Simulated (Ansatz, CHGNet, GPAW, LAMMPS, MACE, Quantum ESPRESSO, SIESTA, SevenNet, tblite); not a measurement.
# Codes compared on glassy 43SiO2-29B2O3-14K2O-14Al2O3 (mol %) (81 atoms)

How near do other programs and methods come to a plane-wave reference for glassy 43SiO2-29B2O3-14K2O-14Al2O3 (mol %) (81 atoms)? A plane-wave run serves as the reference.

Main program and level: Ansatz 0.2.0; Kohn-Sham DFT, PBE, PAW, plane waves.

## Step 1: Set-up

The cell holds 81 atoms: 9 Si, 12 B, 6 K, 6 Al and 48 O. Its edges and angles: a = 10.280 Å, b = 10.280 Å, c = 10.280 Å, α = 90.0°, β = 90.0°, γ = 90.0°. 81 atoms (9 Si, 12 B, 6 K, 6 Al, 48 O) placed at random at 2.31 g/cm³, melted at 3000 K for 20 ps at fixed volume with the Buckingham and Coulomb pair potential of Guillot and Sator (Geochim. Cosmochim. Acta 71, 1249 (2007)) with the boron terms of Wang et al. (J. Non-Cryst. Solids 498, 294 (2018)). Quenched from 3000 K to 300 K at 10 K/ps and fixed volume, held 10 ps at zero pressure.

## Step 2: The reference run

The PAW files are the set soft_2.

Contents of input.yaml:

```yaml
crystal:
  lattice:
    - [10.27958, 0.0, 0.0]
    - [0.0, 10.27958, 0.0]
    - [0.0, 0.0, 10.27958]
  atoms:
    - { symbol: Si, position: [0.86404, 0.04384, 0.71813] }
    - { symbol: Si, position: [0.83892, 0.44414, 0.37712] }
    - { symbol: Si, position: [0.51907, 0.11788, 0.54162] }
    - { symbol: Si, position: [0.47589, 0.16146, 0.82876] }
    [... 71 atom lines left out ...]
    - { symbol: O, position: [0.97807, 0.96923, 0.63809] }
    - { symbol: O, position: [0.69209, 0.14607, 0.17009] }
    - { symbol: O, position: [0.38003, 0.03584, 0.844] }
    - { symbol: O, position: [0.54664, 0.17296, 0.68977] }
    - { symbol: O, position: [0.65498, 0.79777, 0.10529] }
    - { symbol: O, position: [0.03049, 0.75368, 0.56504] }
kpoints:
  mp_grid: { grid: [1, 1, 1] }
hamiltonian:
  xc: pbe
scf:
  occupations: { method: fermi_dirac, width: 0.05 }
output:
  forces: true
  eigenvalues: true
  populations: true
  stress: true
```

Command:

```sh
> ansatz run input.yaml --threads 4 --pin off --max-ram 8192MiB --backend cpu --events-out ev --progress --plain --runs-dir out
```

Log:

```text
[...]
Pseudopotentials: kind: paw
Pseudopotential: Si, paw, valence charge 4, recommended cutoff 420 eV (normal), Si.paw.azcp
Pseudopotential: B, paw, valence charge 3, recommended cutoff 420 eV (normal), B.paw.azcp
Pseudopotential: K, paw, valence charge 9, recommended cutoff 420 eV (normal), K.paw.azcp
Pseudopotential: Al, paw, valence charge 3, recommended cutoff 420 eV (normal), Al.paw.azcp
Pseudopotential: O, paw, valence charge 6, recommended cutoff 420 eV (normal), O.paw.azcp
[... 5 lines on functional and potentials left out ...]
Crystal: 81 atoms, lattice volume = 1086.241 Å³
Basis set: ecut = 420 eV, 21247 PW (Γ), exchange–correlation on 144×144×144 points (8 copies of the dense FFT grid, shifted against one another)
Bands: 297, of which v1, the nominal top of the filled ones, is band 216 counted from 1 (215 counted from 0)
Symmetry: 1 space group operations
Space group: P1 (ITA 1), of the structure as read, at distance tolerance 1.0e-4 Å
k-points: 1
[... 11 lines on functional and potentials left out ...]
Initial density: superposition of atomic densities (neutral atoms: chi_scale 0, normalization atom), corrected by the library's trained network
Initial wavefunctions: pseudopotential atomic-orbital guess
[...]
SCF iter   1: F=—  HF=-47360.829920 eV  |F-HF|=—  |Δ(HF+E_count)|=         —  Δρ=2.58e-3  dr2=1.09e-1  ethr=1.77e-3  ⟨swp⟩=7.0  Hψ=1449  notcnv=0  defer=59
preconditioner: auto → Resta (q_TF=auto, 2.340 Å⁻¹)  ε∞=3.2  [insulator: Δε(μ)=2.947 eV  Ē_g=15.504 eV  σ=0.050 eV  W_gap=1.00  n_scr=250 (ndim 8)  ℏωp=23.1 eV  f_vac=0.143  D(μ)=0.00/eV (n_scr^D=0)  ε∞_Penn≈3.2]
[...]
SCF iter   8: F=—  HF=-47360.828100 eV  |F-HF|=—  |Δ(HF+E_count)|=   2.81e-6  Δρ=1.28e-5  dr2=1.50e-6  ethr=1.07e-9  ⟨swp⟩=2.0  Hψ=408  notcnv=0  defer=76
SCF iter   9: F=-47360.828100 eV  HF=-47360.828100 eV  |F-HF|=7.63e-8  |Δ(HF+E_count)|=   9.83e-9  Δρ=2.82e-6  dr2=8.28e-8  ethr=2.31e-11  ⟨swp⟩=16.0  Hψ=2105  notcnv=0
SCF 1 converged in 9 iterations: F = -47360.828100 eV  dr2 = 8.28e-8
[...]
SCF converged after 9 iterations
Free energy (F): -47360.828100 eV
Harris-Foulkes:  -47360.828100 eV  (|F-HF|=7.63e-8)
Internal energy: -47360.828100 eV  (E = F + TS)
E sigma→0 (E₀):  -47360.828100 eV
Fermi energy:    5.206690 eV
--- Per-component energies (eV) ---
[...]
Σ components = -47360.828100   (vs F -47360.828100, Δ=0.00e0)
--- Forces (eV/Å), atoms counted from 1 ---
  atom   1  Si     0.07179548    -0.57138744    -0.75427724
  atom   2  Si    -0.61463288     0.00524721    -0.00469841
  atom   3  Si    -0.32388085    -1.30336523     0.85644863
  atom   4  Si    -2.04764455    -1.21044937     1.30230177
[...]
atom  81  O      0.40732171    -0.79010977    -0.69890173
  max |Σ_I F_I| component: 6.25e-5 eV/Å
--- Stress (GPa, compression-positive) ---
        2.392000      -0.169063       0.235476
       -0.169057       0.310802       0.280602
        0.235478       0.280603      -0.734187
  P = ⅓ Tr σ = 0.6562 GPa (6.562 kbar)
--- Band table (eV) ---
  k-point 0: bands = ["-27.5739", "-27.4887", "-27.0435", "-26.9625", [... 281 levels ...], "12.6228", "12.7220", "12.7500", "12.7825", "12.8055", "12.8648", "12.9115", "12.9645", "13.0186", "13.0905", "13.1950", "13.2106"]
--- Löwdin populations: 81 sites ---
  site symbol       q [e]
     0     Si      2.2723
     1     Si      2.2786
     2     Si      2.2246
[...]
80      O      6.4135
  spilling = 0.009675 (of n_electrons = 432.000000)
```

Run time: 13 s. Hardware: 4 threads of Arm Neoverse V1, shared host; peak memory 1.3 GiB.

Numbers from this run:

| Item | Value |
| --- | --- |
| free energy | -47360.8281 eV |
| free energy per atom | -584.7016 eV/atom |
| SCF cycles | 9 |
| pressure | 0.6562 GPa |
| r.m.s. force component | 1.079 eV/Å |
| longest force | 4.284 eV/Å |
| Fermi energy | 5.207 eV |
| gap (highest filled to lowest empty level) | 2.842 eV |
| spilling of the projection | 0.009675 |

Neighbours are counted within 1.83 Å (O-B), 2.08 Å (O-Si), 2.23 Å (O-Al), 3.52 Å (O-K).

Length of the force by element and coordination:

| element | coordination | atoms | mean length of the force (eV/Å) | spread | least | most |
| --- | --- | --- | --- | --- | --- | --- |
| Al | all | 6 | 2.28 | 0.963 | 1.54 | 4.28 |
| B | all | 12 | 2.15 | 0.958 | 0.587 | 4.02 |
| B | 3 | 10 | 2.38 | 0.886 | 0.587 | 4.02 |
| B | 4 | 2 | 1.05 | 0.320 | 0.726 | 1.37 |
| K | all | 6 | 1.63 | 0.806 | 0.187 | 2.68 |
| K | 5 | 1 | 2.68 | 0 | 2.68 | 2.68 |
| K | 6 | 1 | 2.26 | 0 | 2.26 | 2.26 |
| K | 7 | 3 | 1.55 | 0.309 | 1.20 | 1.95 |
| K | 10 | 1 | 0.187 | 0 | 0.187 | 0.187 |
| O | all | 48 | 1.39 | 0.693 | 0.295 | 3.42 |
| O | 2 | 15 | 1.15 | 0.467 | 0.451 | 2.50 |
| O | 3 | 23 | 1.55 | 0.788 | 0.452 | 3.42 |
| O | 4 | 9 | 1.39 | 0.674 | 0.295 | 2.58 |
| O | 5 | 1 | 1.47 | 0 | 1.47 | 1.47 |
| Si | all | 9 | 2.02 | 0.842 | 0.615 | 3.49 |

Löwdin charges by element and coordination (they lack the spilled electrons, 0.052 e an atom on average):

| element | coordination | atoms | mean charge (e) | spread | least | most |
| --- | --- | --- | --- | --- | --- | --- |
| Al | all | 6 | 1.37 | 0.011 | 1.36 | 1.39 |
| B | all | 12 | 0.611 | 0.026 | 0.554 | 0.652 |
| B | 3 | 10 | 0.614 | 0.0265 | 0.554 | 0.652 |
| B | 4 | 2 | 0.594 | 0.0145 | 0.580 | 0.608 |
| K | all | 6 | 0.902 | 0.0048 | 0.895 | 0.910 |
| K | 5 | 1 | 0.904 | 0 | 0.904 | 0.904 |
| K | 6 | 1 | 0.899 | 0 | 0.899 | 0.899 |
| K | 7 | 3 | 0.899 | 0.0033 | 0.895 | 0.903 |
| K | 10 | 1 | 0.910 | 0 | 0.910 | 0.910 |
| O | all | 48 | -0.676 | 0.113 | -0.878 | -0.413 |
| O | 2 | 15 | -0.688 | 0.108 | -0.856 | -0.558 |
| O | 3 | 23 | -0.674 | 0.131 | -0.878 | -0.413 |
| O | 4 | 9 | -0.656 | 0.0603 | -0.805 | -0.594 |
| O | 5 | 1 | -0.753 | 0 | -0.753 | -0.753 |
| Si | all | 9 | 1.74 | 0.0179 | 1.72 | 1.78 |

The levels nearest the highest filled one (over half full), pooled over k-points and spins:

| level less the highest filled one (eV) | occupation |
| --- | --- |
| -0.634 | 2 |
| -0.487 | 2 |
| -0.385 | 2 |
| -0.334 | 2 |
| -0.102 | 2 |
| 0 | 2 |
| 2.84 | 0 |
| 3.74 | 0 |
| 4.06 | 0 |
| 4.45 | 0 |
| 4.56 | 0 |
| 4.71 | 0 |

## Step 3: Local order

Density 2.36 g/cm³, 13.41 Å³ an atom.

g(r), total and by pair (bins of 0.2 Å):

| r (Å) | total | O-O | O-B | O-Si | O-Al | O-K | B-B |
| --- | --- | --- | --- | --- | --- | --- | --- |
| 1.30 | 1.32 | 0.00 | 7.55 | 0.00 | 0.00 | 0.00 | 0.00 |
| 1.50 | 1.51 | 0.00 | 6.78 | 2.42 | 0.00 | 0.00 | 0.00 |
| 1.70 | 2.31 | 0.00 | 0.00 | 11.24 | 9.47 | 0.00 | 0.00 |
| 1.90 | 0.20 | 0.00 | 0.00 | 0.00 | 2.25 | 0.00 | 0.00 |
| 2.10 | 0.00 | 0.00 | 0.00 | 0.00 | 0.00 | 0.00 | 0.00 |
| 2.30 | 0.33 | 0.87 | 0.14 | 0.00 | 0.00 | 0.00 | 0.00 |
| 2.50 | 1.09 | 2.92 | 0.13 | 0.00 | 0.00 | 0.00 | 0.00 |
| 2.70 | 1.17 | 2.67 | 0.20 | 0.00 | 0.00 | 0.40 | 1.74 |
| 2.90 | 1.02 | 1.20 | 0.28 | 0.12 | 0.54 | 0.87 | 0.72 |
| 3.10 | 0.99 | 0.76 | 1.17 | 0.21 | 0.61 | 1.85 | 0.00 |
| 3.30 | 0.88 | 0.65 | 0.47 | 0.92 | 0.98 | 2.52 | 1.66 |
| 3.50 | 0.98 | 0.57 | 1.77 | 1.15 | 1.94 | 0.87 | 1.45 |
| 3.70 | 1.19 | 0.63 | 1.80 | 2.19 | 1.20 | 1.42 | 0.90 |
| 3.90 | 1.23 | 0.77 | 1.95 | 1.58 | 1.09 | 1.16 | 1.16 |
| 4.10 | 1.09 | 0.71 | 1.21 | 1.37 | 1.77 | 0.81 | 0.69 |
| 4.30 | 0.97 | 0.81 | 1.06 | 0.87 | 1.46 | 0.82 | 1.32 |
| 4.50 | 0.91 | 1.06 | 0.34 | 1.08 | 0.67 | 0.66 | 1.19 |
| 4.70 | 1.01 | 1.32 | 0.85 | 0.54 | 0.55 | 1.08 | 0.82 |
| 4.90 | 1.02 | 1.53 | 0.91 | 0.58 | 0.50 | 0.94 | 0.49 |

Bonds by pair of elements; cutoffs follow the first minimum of g(r), held within bounds set by covalent radii, and pairs that aren't listed don't count as bonded:

| pair A-B | cutoff (Å) | bonds | mean length (Å) | spread (Å) | shortest (Å) | B about A | A about B |
| --- | --- | --- | --- | --- | --- | --- | --- |
| O-B | 1.83 | 38 | 1.41 | 0.042 | 1.36 | 0.792 | 3.17 |
| O-Si | 2.08 | 36 | 1.62 | 0.033 | 1.57 | 0.75 | 4 |
| O-Al | 2.23 | 24 | 1.76 | 0.044 | 1.67 | 0.5 | 4 |
| O-K | 3.52 | 42 | 3.18 | 0.183 | 2.70 | 0.875 | 7 |

How many atoms have how many bonded neighbours:

| element | mean | 2 | 3 | 4 | 5 | 6 | 7 | 10 |
| --- | --- | --- | --- | --- | --- | --- | --- | --- |
| Al | 4 | 0 | 0 | 6 | 0 | 0 | 0 | 0 |
| B | 3.17 | 0 | 10 | 2 | 0 | 0 | 0 | 0 |
| K | 7 | 0 | 0 | 0 | 1 | 1 | 3 | 1 |
| O | 2.92 | 15 | 23 | 9 | 1 | 0 | 0 | 0 |
| Si | 4 | 0 | 0 | 9 | 0 | 0 | 0 | 0 |

Oxygen atoms by the number of network formers (Si, P, Ge, B, Al, As, Ga) bound to them:

| network formers bound to O | O atoms | per cent |
| --- | --- | --- |
| 0 | 0 | 0 |
| 1 | 1 | 2.1 |
| 2 | 44 | 91.7 |
| 3 | 3 | 6.2 |

Network units: each former by its oxygen neighbours and how many of them bridge to another former:

| former | O neighbours | bridging O | atoms |
| --- | --- | --- | --- |
| Si | 4 | 4 | 9 |
| B | 3 | 2 | 1 |
| B | 3 | 3 | 9 |
| B | 4 | 4 | 2 |
| Al | 4 | 4 | 6 |

Rings of the network by King's shortest-path rule, up to 12 atoms, one path for each pair of neighbours; H, halogens, alkali and alkaline-earth atoms are left out, and the last column divides by all other atoms, bonded or not:

| ring size (atoms) | rings | per network atom |
| --- | --- | --- |
| 6 | 2 | 0.027 |
| 8 | 5 | 0.067 |
| 10 | 7 | 0.093 |
| 12 | 9 | 0.12 |

## Step 4: The other programs

The programs:
- CHGNet: machine-learned potential, published weights.
- GPAW 26.7.0: PAW with atomic orbitals (LCAO), plane waves or a real-space grid of spacing h.
- MACE: machine-learned potential, published weights.
- Quantum ESPRESSO 7.5: plane waves; labels (QE) give functional, pseudopotential set and cutoffs of waves/density.
- SIESTA 5.4.2: numerical atomic orbitals, whose automatically made sets are far from complete, with PseudoDojo norm-conserving potentials that we converted to its format (checked against plane waves on the same files for H, C, O, Si, Ge and Ca alone); labels give functional, basis size, energy shift and mesh cutoff.
- SevenNet: machine-learned potential, published weights.
- tblite 0.8.0: extended tight binding, driven from Python.

All use the same cell and atoms; the electronic-structure runs use the same k-mesh, and an electronic temperature of 580 K (0.05 eV) where levels are smeared.

Differences are against the plane-wave reference, forces as r.m.s. over components; share is that over the reference's r.m.s. force, slope the least-squares factor from reference forces to these. Total energies of different programs have different zeros and aren't compared.

| run | Δ force, r.m.s. (meV/Å) | share (%) | slope | Δ pressure (GPa) | Δ gap (eV) | cores | CPU time | memory (GiB) |
| --- | --- | --- | --- | --- | --- | --- | --- | --- |
| reference | - | - | - | - | - | 4 | 49 s | 1.3 |
| CHGNet r2SCAN potential | 354 | 32.8 | 0.705 | -3.01 | - | 1 | 4.5 s | 1.1 |
| GPAW PBE, LCAO dzp, h 0.15 Å | 280 | 26.0 | 1.102 | - | -0.133 | 2 | 7.6 min | 2.8 |
| GPAW PBE, LCAO dzp, h 0.18 Å | 284 | 26.3 | 1.101 | - | -0.136 | 1 | 4.3 min | 1.5 |
| GPAW PBE, LCAO dzp, h 0.18 Å, other mixer settings | 284 | 26.4 | 1.101 | - | -0.136 | 2 | 5.8 min | 1.8 |
| GPAW PBE, grid h 0.2 Å | 129 | 11.9 | 1.043 | - | 0.0188 | 2 | 6.5 min | 1.9 |
| MACE MP-0b3 medium potential | 126 | 11.7 | 0.945 | -0.0063 | - | 1 | 8.9 s | 1.0 |
| QE PBE, sssp-1.3.0-efficiency, 60/480 Ry | 40.1 | 3.71 | 1.013 | -0.0332 | 0.0036 | 4 | 13 min | 3.0 |
| SIESTA PBE, DZP, shift 0.01 Ry, mesh 150 Ry (coarse) | 164 | 15.2 | 1.063 | 1.75 | -0.145 | 1 | 95 s | 0.61 |
| SIESTA PBE, DZP, shift 0.01 Ry, mesh 500 Ry | 163 | 15.1 | 1.063 | 1.78 | -0.145 | 2 | 6.8 min | 2.3 |
| SIESTA PBE, SZ, shift 0.01 Ry, mesh 500 Ry (coarse) | 955 | 88.6 | 1.073 | 15.5 | -0.618 | 1 | 1.9 min | 0.96 |
| SevenNet 0 potential | 123 | 11.4 | 0.945 | -0.0931 | - | 1 | 9.1 s | 0.92 |
| tblite GFN1-xTB | 1968 | 182 | 1.212 | 3.74 | - | 1 | 4.6 s | 0.11 |

Rows marked coarse were listed beforehand as settings not expected to be converged; some can still land near the reference.

Times of the machine-learned potentials are mostly Python's start and the loading of weights.

CPU time is summed over cores on a shared host, where runs went side by side, so it is rough. Symmetry, cutoffs, thresholds, outputs and thread counts weren't matched or tuned between programs; memory under MPI is the largest rank's times the ranks.

Mean charges by element (e), by run and scheme:

| run | scheme | Si | B | K | Al | O |
| --- | --- | --- | --- | --- | --- | --- |
| reference | Löwdin | +1.74 | +0.61 | +0.90 | +1.37 | -0.68 |
| SIESTA PBE, DZP, shift 0.01 Ry, mesh 500 Ry | Hirshfeld | +0.40 | +0.21 | +0.38 | +0.37 | -0.22 |
| tblite GFN1-xTB | Mulliken | +0.74 | +0.78 | +0.18 | +0.90 | -0.47 |

The reference's Löwdin charges lack the electrons that the projection spills, 0.052 e an atom on average.

Within one program, basis, potentials and functional, energies share a zero. Each run against its twin at the usual cutoff or grid and solver:

| run | twin | Δ energy (meV/atom) | Δ force, r.m.s. (meV/Å) | CPU time over the twin's |
| --- | --- | --- | --- | --- |
| GPAW PBE, LCAO dzp, h 0.15 Å | LCAO dzp, h 0.18 Å | -60.0 | 29.8 | 1.7 (this twin ran on 1 cores) |
| GPAW PBE, LCAO dzp, h 0.18 Å, other mixer settings | LCAO dzp, h 0.18 Å | 0 | 2.08 | 1.3 (this twin ran on 1 cores) |
| SIESTA PBE, DZP, shift 0.01 Ry, mesh 150 Ry | DZP, shift 0.01 Ry, mesh 500 Ry | 3.54 | 28.6 | 0.23 (this twin ran on 2 cores) |

## Step 5: Results

| Quantity | Value |
| --- | --- |
| reference r.m.s. force component | 1.08 eV/Å |
| nearest in forces | QE PBE, sssp-1.3.0-efficiency, 60/480 Ry, 3.7 % |
| farthest in forces | tblite GFN1-xTB, 182 % |
| cheapest electronic-structure run beside the reference | tblite GFN1-xTB, 4.6 s of CPU time |

In words: PBE on plane waves or a grid with other potentials, cutoffs or grids, coarse settings apart, differs from the reference by 3.7 % (QE PBE, sssp-1.3.0-efficiency, 60/480 Ry) to 12 % (GPAW PBE, grid h 0.2 Å) of the r.m.s. force; this holds the reference's own error, so differences of a few per cent don't tell which side is nearer the exact PBE result (QE's 60 Ry are 816 eV, against the reference's 420 eV). The PBE runs in local orbitals, coarse settings apart, differ by 15 % (SIESTA PBE, DZP, shift 0.01 Ry, mesh 500 Ry) to 26 % (GPAW PBE, LCAO dzp, h 0.18 Å, other mixer settings); basis, grid and potentials can all enter. Tight binding differs by 182 % (tblite GFN1-xTB); it is another model, with fitted parameters of its own, and the xTB methods hold dispersion. Machine-learned potentials differ by 11 % (SevenNet 0 potential) to 33 % (CHGNet r2SCAN potential); they were trained on other programs' data, some at another functional. Runs with settings chosen to be coarse differ by 15 % (SIESTA PBE, DZP, shift 0.01 Ry, mesh 150 Ry) to 89 % (SIESTA PBE, SZ, shift 0.01 Ry, mesh 500 Ry), their programs' other errors included. One electronic-structure run takes under half the reference's CPU time: tblite GFN1-xTB, at 182 % in 4.6 s against 49 s, too far off to be of use; its pressure misses by +3.7 GPa. GPAW PBE, LCAO dzp, h 0.15 Å stiffens the forces by a factor of 1.10 while following their directions (correlation 0.977); the slopes of the 4 GPAW runs lie between 1.04 and 1.10. At the same functional, gaps differ from the reference's 2.84 eV by between -0.62 and +0.02 eV. In pressure, SIESTA PBE, SZ, shift 0.01 Ry, mesh 500 Ry misses by +15.5 GPa, at the same functional. Charges hang on model, scheme and program or settings: among these rows the mean for Si runs from +0.40 to +1.74 e. In the reference: filled and empty levels are parted by 2.84 eV (at Γ alone); a semilocal functional tends to put such gaps too low. In a disordered cell it changes from sample to sample, and tail or defect levels can set it. In the reference: mean Löwdin charges: Al +1.37, B +0.61, K +0.90, O -0.68, Si +1.74 e (they miss 0.97 % of the electrons, so they add up to more than the cell's charge). Periodic xTB results under one method name differ between programs and library versions. Machine-learned potentials mimic data converged in k, so the reference's own k-point error enters their differences. The quench rate of 10 K/ps is many orders above laboratory rates, so the cell is likely richer in defects and strain than a real sample. The network of bonds at the start is that of the classical potential that made the cell, and needn't be the one that DFT or experiment would give. The reference's stress is far from hydrostatic: its diagonal is 2.4, 0.3, -0.7 GPa, compression counted positive. The electronic-structure runs sample only Γ, in a cell whose shortest periodic width is 10 Å.

[Also dropped from logs without a mark: logging warnings of Python, and SIESTA's first energy breakdown and zero terms.]

[Logs are printed without paths, hosts, clocks, repeated set-up lines and the standing remarks that a program may print on its own settings, such as how far it seeks lower states.]

[Hosts, paths, dates, database ids (printed as entryN), source tags and the programs' standing remarks are cut or masked in the printed files.]
